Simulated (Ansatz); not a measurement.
**1T-SnSe2 of n layers: modes against thickness**

Aim: how do the zone-centre modes of 1T-SnSe2 of n layers change with n?

Method: DFT PBE+D3(BJ), scalar-relativistic, plane waves, PAW; PAW set soft_1, in Ansatz 0.2.0.

## (1) Starting point

The cell holds 3 atoms: 1 Sn and 2 Se. Its edges and angles: a = 3.810 Å, b = 3.810 Å, c = 30.080 Å, α = 90.0°, β = 90.0°, γ = 120.0°. Vacuum lies along c. The height across the vacuum is the one that the program set for its solve, not the one typed.

## (2) First relaxation: n = 1

The cell for n = 1 and its atoms are relaxed. The program lengthens the typed cell of 19.1 Å along the normal to 30.1 Å, as its cut-off of the electrostatics needs, and moves no atom.

The input, input.yaml:

```yaml
crystal:
  lattice:
    - [3.81, 0.0, 0.0]
    - [-1.905, 3.29956, 0.0]
    - [0.0, 0.0, 19.14]
  atoms:
    - { symbol: Sn, position: [0.0, 0.0, 0.5] }
    - { symbol: Se, position: [0.333333, 0.666667, 0.582027] }
    - { symbol: Se, position: [0.666667, 0.333333, 0.417973] }
  periodic: [true, true, false]
kpoints:
  mp_grid: { grid: [9, 9, 1] }
hamiltonian:
  xc: pbe
  dispersion: d3bj
  pseudopotentials: { kind: paw, azcp: { folder: soft_1 } }
scf:
  occupations: { method: gaussian, width: 0.02 }
output:
  forces: true
  stress: true
  eigenvalues: true
relax:
  adjacent_minimum: "off"
  f_tol: 0.004
  max_steps: 80
  cell: { stress_2d_tol: 0.01 }
```

The run is started by

```bash
> ansatz run input.yaml --threads 8 --pin off --max-ram 20480MiB --backend cpu --events-out ev --progress --plain --runs-dir out
```

Numbers of over 12 decimals in the logs are rounded to 6 here.

Output:

```text
[...]
F+E_penalty+E_count = -16964.23122890 eV   max|allowed force component| = 1.234e-4 eV/Å   (the final SCF, on the basis selected at the relaxed cell)
  cell:  # Å, volume = 380.9270 Å³
    - [3.823990, 0, 0]
    - [-1.911995, 3.311672, 0]
    - [0, 0, 30.07998712]
  atoms:
    - { symbol: Sn, position: [0, 0, 0.318152] }
    - { symbol: Se, position: [0.333333, 0.666667, 0.371360] }
    - { symbol: Se, position: [0.666667, 0.333333, 0.264943] }
[key lines of the parts left out:]
SCF converged after 8 iterations
Free energy (F): -16964.231229 eV
Fermi energy:    -5.547258 eV
P = ½ c Tr σ = 0.0056 N/m
```

Elapsed: 7.3 s, on 8 threads of Arm Neoverse V2, shared host; peak memory 0.98 GiB.

Step by step:

| step | energy less that of the first step (eV) | largest force component (eV/Å) | volume (Å³) |
| --- | --- | --- | --- |
| 1 | 0.0000 | 0.3492 | 378.15 |
| 2 | 0.0524 | 0.7530 | 376.83 |
| 3 | -0.0128 | 0.0215 | 380.08 |
| 4 | -0.0129 | 0.0021 | 380.64 |
| 5 | -0.0129 | 0.0001 | 380.93 |
| 6* | -0.0130 | 0.0001 | 380.93 |

Relaxation steps marked * repeat the geometry before them on a plane-wave basis chosen anew for their cell, so energy and pressure can jump there. Relaxation step 2 was tried and not accepted.

The run keeps the 12 symmetry operations that it works with, so distortions that break them were not tested.

| cell as run | before | after | change |
| --- | --- | --- | --- |
| a (Å) | 3.810 | 3.824 | +0.4 % |
| b (Å) | 3.810 | 3.824 | +0.4 % |

The atoms that moved most (Å, along periodic axes as changes of fractional coordinates times the final cell, across vacuum about the mean position):

| atom | dx | dy | dz | length |
| --- | --- | --- | --- | --- |
| Se3 | 0.000 | 0.000 | -0.031 | 0.031 |
| Se2 | 0.000 | 0.000 | 0.031 | 0.031 |

Final coordinates:

```xyz
3
Lattice="3.8240 0.0000 0.0000 -1.9120 3.3117 0.0000 0.0000 0.0000 30.0800" Properties=species:S:1:pos:R:3
Sn    0.0000    0.0000    9.5700
Se    0.0000    2.2078   11.1705
Se    1.9120    1.1039    7.9695
```

This step gave:

```
gap on the k-mesh : 0.8232 eV
```

The relaxation ends with a first cell vector of 3.824 Å.

## (3) Relaxation of a member: n = 1

The relaxation for n = 1 is finished with tight tolerances.

input.yaml, the sections that differ from step 2:

```yaml
crystal:
  lattice:
    - [3.8239899265, 0.0, 0.0]
    - [-1.9119949632, 3.3116724201, 0.0]
    - [0.0, 0.0, 30.07998712]
  atoms:
    - { symbol: Sn, position: [0.0, 0.0, 0.318151732] }
    - { symbol: Se, position: [0.3333333333, 0.6666666667, 0.3713600112] }
    - { symbol: Se, position: [0.6666666667, 0.3333333333, 0.2649434528] }
  periodic: [true, true, false]
scf:
  occupations: { method: fixed }
relax:
  adjacent_minimum: "off"
  f_tol: 0.001
  max_steps: 60
  cell: { stress_2d_tol: 0.002 }
# kpoints, hamiltonian, output: as in step 2
```

Output:

```text
[...]
Crystal: 3 atoms, lattice volume = 380.927 Å³
Basis set: ecut = 420 eV, 7445 PW (Γ), exchange–correlation on 54×54×432 points (8 copies of the dense FFT grid, shifted against one another)
Bands: 28, of which v1, the nominal top of the filled ones, is band 23 counted from 1 (22 counted from 0)
Symmetry: 12 space group operations
[...]
k-points: 12 of 81
[...]
° read free of the cell's end (the report's vacuum.weakly_bound_levels)
--- Relaxed structure (2 steps of the walk, 2 accepted, 1 SCFs on fresh bases) ---
[...]
cell:  # Å, volume = 380.9790 Å³
    - [3.824251, -2.8869418206865822e-11, 0]
    - [-1.912126, 3.311899, 0]
    - [0, 0, 30.07998712]
  atoms:
    - { symbol: Sn, position: [0, 0, 0.318151732] }
    - { symbol: Se, position: [0.333333, 0.666667, 0.371356] }
    - { symbol: Se, position: [0.666667, 0.333333, 0.264947] }
[key lines of the parts left out:]
SCF converged after 10 iterations
Free energy (F): -16964.231229 eV
Fermi energy:    -5.959583 eV
P = ½ c Tr σ = 0.0007 N/m
```

Elapsed: 3.7 s, on 8 threads; peak memory 0.97 GiB.

Little changed from the start: no atom moved by 0.005 Å and no cell edge by 0.1 %.

Numbers from this step:

| Item | Value |
| --- | --- |
| gap on the k-mesh | 0.8236 eV |

The largest force component left is 0.43 meV/Å.

## (4) Zone-centre modes of the member: n = 1

Phonons follow from the second derivative of the energy, found here by linear response.

The zone-centre modes follow for n = 1.

input.yaml, the sections that differ from step 3:

```yaml
crystal:
  lattice:
    - [3.8242510357, 0.0, 0.0]
    - [-1.9121255178, 3.3118985474, 0.0]
    - [0.0, 0.0, 30.07998712]
  atoms:
    - { symbol: Sn, position: [0.0, 0.0, 0.318151732] }
    - { symbol: Se, position: [0.3333333333, 0.6666666667, 0.3713561945] }
    - { symbol: Se, position: [0.6666666667, 0.3333333333, 0.2649472695] }
  periodic: [true, true, false]
output:
  eigenvalues: true
phonons:
  method: dfpt
# kpoints, hamiltonian, scf: as in step 3
# relax: removed
```

Output:

```text
Warning: crystal.symmetry: narrowed to the stabiliser of the run's FFT grids — unitary ops 12 → 6. A phonons.method: dfpt run fills in the rows of the dynamical matrix that it does not solve by its symmetry operations, which is exact only for operations that map its FFT grids onto themselves: filled in by any other, the frequencies could depend on the order in which like atoms are typed, or, by more than the grids' own error, on where the crystal sits among the grids' points. Excluded: 6 operations. The run can therefore solve more perturbations, solve them on more k-points, or both, and cost more. [rest of the remark cut]
[...]
Crystal: 3 atoms, lattice volume = 380.979 Å³
Basis set: ecut = 420 eV, 7445 PW (Γ), exchange–correlation on 54×54×432 points (8 copies of the dense FFT grid, shifted against one another)
Bands: 28, of which v1, the nominal top of the filled ones, is band 23 counted from 1 (22 counted from 0)
Symmetry: 12 space group operations
k-points: 25 of 81 (irreducible under 2 space group operations, time reversal used)
[...]
SCF iter  10: F=-16964.231229 eV  HF=-16964.231229 eV  |F-HF|=0.00e0  |Δ(HF+E_count)|=  1.02e-10  Δρ=7.72e-8  dr2=1.94e-11  ethr=1.00e-12  ⟨swp⟩=28.6  Hψ=7105  notcnv=0
SCF 1 converged in 10 iterations: F = -16964.231229 eV  dr2 = 1.94e-11
[...]
DFPT response loops at Γ: preconditioner auto → none (the input reference at scf.mixing.eps_inf says where Resta's filter doesn't serve); β = 0.50; Broyden in place of MSR1
SCF converged after 10 iterations
Free energy (F): -16964.231229 eV
[...]
Internal energy: -16964.231229 eV  (E = F + TS)
E sigma→0 (E₀):  -16964.231229 eV
Fermi energy:    -5.959583 eV
[...]
--- Band table (eV; the first three rows and the last of 25) ---
  k-point 0: bands = [... 19 lower, -6.4207, -6.4207, -6.0342, -6.0342, -4.3663, -2.8400, -1.3332, -1.3332, ... 1 higher]
  k-point 1: bands = [... 19 lower, -7.0916, -6.7869, -6.6367, -5.9596, -3.8233, -2.2273, -1.4716 (-1.4716°), -1.0599, ... 1 higher]
  k-point 2: bands = [... 19 lower, -7.6757, -7.3703, -6.8869, -6.0320, -3.9480, -1.9511, -0.5888 (-0.5888°), -0.5458, ... 1 higher]
  k-point 24: bands = [... 19 lower, -9.1299, -8.0758, -7.2128, -6.4568, -3.9731, -1.2680, -0.5067, 0.0186, ... 1 higher]
  ° read free of the cell's end (the report's vacuum.weakly_bound_levels)
--- Phonons (Γ-DFPT): 6 representative perturbations + reference, on 25 of 81 k-points (Σ response iterations 22) ---
  ASR residual: 1.390e-4 → 0.000e0 eV/Å²; symmetrization residual: 3.556e-5 eV/Å²
  The last average, over the group as it would stand without the narrowing to the FFT grids, took up to 1.275e-5 eV/Å² of the zone centre's force constants
  pairwise dispersion correction: d3bj (s6 = 1.0, s8 = 0.7875, a1 = 0.4289, a2_bohr = 4.4407), with the weights of each atom's references fixed at the reference crystal's, and the forces and stress that the weights' published response gives there kept as a pressure on the atom's counted neighbours (hamiltonian.dispersion)
  ASR residual per site (eV/Å²): 1.39e-4 1.73e-5 2.42e-5
  Γ frequencies (cm⁻¹): 0.00 0.00 0.00 107.00 107.00 143.34 143.34 181.88 254.86
  non-analytic LO–TO correction: not included (Born effective charges unavailable; polar crystals: no LO–TO splitting at Γ)
```

Elapsed: 23 s, on 8 threads; peak memory 1.6 GiB.

In the SCF lines HF is the Harris–Foulkes energy and dr2 the Hartree energy of the density residual, in eV; the loop may stop once dr2 is under the threshold and the program's other checks hold. Hψ counts applications of the Hamiltonian.

Numbers from this step:

* sum-rule residual before enforcement: 1.39e-4 eV/Å²
* point group: -3m
* highest mode at the zone centre of this cell (no LO-TO term): 254.9 cm⁻¹
* lowest mode at the zone centre of this cell, translations apart: 107 cm⁻¹

Without the LO-TO term. Patterns of degenerate modes are one choice out of their space. Modes at Γ, with each element's share of the kinetic energy:

| mode | frequency (cm⁻¹) | symmetry | Sn % | Se % |
| --- | --- | --- | --- | --- |
| 1 | 0.0 | acoustic | 43 | 57 |
| 2 | 0.0 | acoustic | 43 | 57 |
| 3 | 0.0 | acoustic | 43 | 57 |
| 4 | 107.0 | Eg | 0 | 100 |
| 5 | 107.0 | Eg | 0 | 100 |
| 6 | 143.3 | Eu | 57 | 43 |
| 7 | 143.3 | Eu | 57 | 43 |
| 8 | 181.9 | A1g | 0 | 100 |
| 9 | 254.9 | A2u | 57 | 43 |

Displacements in mode 4 (107.0 cm⁻¹), the largest set to 1:
```
Sn1  0.00  0.00  0.00
Se2  0.00  1.00  0.00
Se3  0.00 -1.00  0.00
```

Displacements in mode 6 (143.3 cm⁻¹), the largest set to 1:
```
Sn1  0.00  1.00  0.00
Se2  0.00 -0.75  0.00
Se3  0.00 -0.75  0.00
```

With the three translations set apart, the lowest mode of the cell is real, 107 cm⁻¹, and the highest lies at 254.9 cm⁻¹.

## (5) First relaxation: n = 3

The cell for n = 3 and its atoms are relaxed. The program lengthens the typed cell of 31.4 Å along the normal to 54.6 Å, as its cut-off of the electrostatics needs, and moves no atom.

System of this step: SnSe2. The cell holds 9 atoms: 3 Sn and 6 Se. Its edges and angles: a = 3.810 Å, b = 3.810 Å, c = 54.640 Å, α = 90.0°, β = 90.0°, γ = 120.0°. Vacuum lies along c.

The input, input.yaml:

```yaml
crystal:
  lattice:
    - [3.81, 0.0, 0.0]
    - [-1.905, 3.29956, 0.0]
    - [0.0, 0.0, 31.42]
  atoms:
    - { symbol: Sn, position: [0.0, 0.0, 0.304583] }
    - { symbol: Se, position: [0.333333, 0.666667, 0.354551] }
    - { symbol: Se, position: [0.666667, 0.333333, 0.254615] }
    - { symbol: Sn, position: [0.0, 0.0, 0.5] }
    - { symbol: Se, position: [0.333333, 0.666667, 0.549968] }
    - { symbol: Se, position: [0.666667, 0.333333, 0.450032] }
    - { symbol: Sn, position: [0.0, 0.0, 0.695417] }
    - { symbol: Se, position: [0.333333, 0.666667, 0.745385] }
    - { symbol: Se, position: [0.666667, 0.333333, 0.645449] }
  periodic: [true, true, false]
kpoints:
  mp_grid: { grid: [9, 9, 1] }
hamiltonian:
  xc: pbe
  dispersion: d3bj
  pseudopotentials: { kind: paw, azcp: { folder: soft_1 } }
scf:
  occupations: { method: gaussian, width: 0.02 }
output:
  forces: true
  stress: true
  eigenvalues: true
relax:
  adjacent_minimum: "off"
  f_tol: 0.004
  max_steps: 80
  cell: { stress_2d_tol: 0.01 }
```

Output:

```text
[...]
Crystal: 9 atoms, lattice volume = 686.897 Å³
Basis set: ecut = 420 eV, 13431 PW (Γ), exchange–correlation on 54×54×750 points (8 copies of the dense FFT grid, shifted against one another)
Bands: 83, of which v1, the nominal top of the filled ones, is band 69 counted from 1 (68 counted from 0)
Symmetry: 12 space group operations
[...]
- { symbol: Se, position: [0.333333, 0.666667, 0.206891] }
    - { symbol: Se, position: [0.666667, 0.333333, 0.148468] }
    - { symbol: Sn, position: [0, 0, 0.287518] }
    - { symbol: Se, position: [0.333333, 0.666667, 0.316707] }
    - { symbol: Se, position: [0.666667, 0.333333, 0.258330] }
    - { symbol: Sn, position: [-4.019388580251303e-18, 0, 0.397366] }
    - { symbol: Se, position: [0.333333, 0.666667, 0.426569] }
    - { symbol: Se, position: [0.666667, 0.333333, 0.368146] }
[key lines of the parts left out:]
SCF converged after 13 iterations
Free energy (F): -50893.259741 eV
Fermi energy:    -5.568272 eV
P = ½ c Tr σ = 0.0002 N/m
```

The job ended after 49 s (8 threads; peak memory 2.7 GiB; 6.2 min of CPU time).

Relaxation path:

| step | energy less that of the first step (eV) | largest force component (eV/Å) | volume (Å³) |
| --- | --- | --- | --- |
| 1 | 0.0000 | 0.3722 | 686.90 |
| 2 | 0.1422 | 0.7270 | 685.30 |
| 3 | -0.0457 | 0.0337 | 693.31 |
| 4 | -0.0479 | 0.0161 | 694.58 |
| 5 | -0.0481 | 0.0017 | 696.05 |
| 6 | -0.0481 | 0.0002 | 696.16 |
| 7* | -0.0483 | 0.0001 | 696.16 |

Relaxation steps marked * repeat the geometry before them on a plane-wave basis chosen anew for their cell, so energy and pressure can jump there. Relaxation step 2 was tried and not accepted.

Forces are held to the 12 operations that the run works with; a distortion that breaks them can't arise in this run.

| cell as run | before | after | change |
| --- | --- | --- | --- |
| a (Å) | 3.810 | 3.836 | +0.7 % |
| b (Å) | 3.810 | 3.836 | +0.7 % |

The atoms that moved most (Å, along periodic axes as changes of fractional coordinates times the final cell, across vacuum about the mean position):

| atom | dx | dy | dz | length |
| --- | --- | --- | --- | --- |
| Se9 | 0.000 | 0.000 | -0.165 | 0.165 |
| Se2 | 0.000 | 0.000 | 0.165 | 0.165 |
| Sn7 | 0.000 | 0.000 | -0.138 | 0.138 |
| Sn1 | 0.000 | 0.000 | 0.138 | 0.138 |
| Se8 | 0.000 | 0.000 | -0.112 | 0.112 |
| Se3 | 0.000 | 0.000 | 0.112 | 0.112 |
| Se6 | 0.000 | 0.000 | -0.025 | 0.025 |
| Se5 | 0.000 | 0.000 | 0.025 | 0.025 |

Final coordinates:

```cif
data_structure
_symmetry_space_group_name_H-M 'P 1'
_symmetry_Int_Tables_number 1
_cell_length_a 3.8356
_cell_length_b 3.8356
_cell_length_c 54.6400
_cell_angle_alpha 90.000
_cell_angle_beta 90.000
_cell_angle_gamma 120.000
_cell_volume 696.16
loop_
_atom_site_label
_atom_site_type_symbol
_atom_site_fract_x
_atom_site_fract_y
_atom_site_fract_z
_atom_site_occupancy
Sn1 Sn 0.00000 0.00000 0.17767 1
Se2 Se 0.33333 0.66667 0.20689 1
Se3 Se 0.66667 0.33333 0.14847 1
Sn4 Sn 0.00000 0.00000 0.28752 1
Se5 Se 0.33333 0.66667 0.31671 1
Se6 Se 0.66667 0.33333 0.25833 1
Sn7 Sn 0.00000 0.00000 0.39737 1
Se8 Se 0.33333 0.66667 0.42657 1
Se9 Se 0.66667 0.33333 0.36815 1
```

Numbers from this step:

| Quantity | Value |
| --- | --- |
| gap on the k-mesh | 0.6539 eV |

The relaxation ends with a first cell vector of 3.836 Å.

(Part 1 of 2 ends here.)

[Logs are printed without paths, hosts, clocks, repeated set-up lines and the standing remarks that a program may print on its own settings, such as how far it seeks lower states.]

[Hosts, paths, dates, database ids (printed as entryN), source tags and the programs' standing remarks are cut or masked in the printed files.]
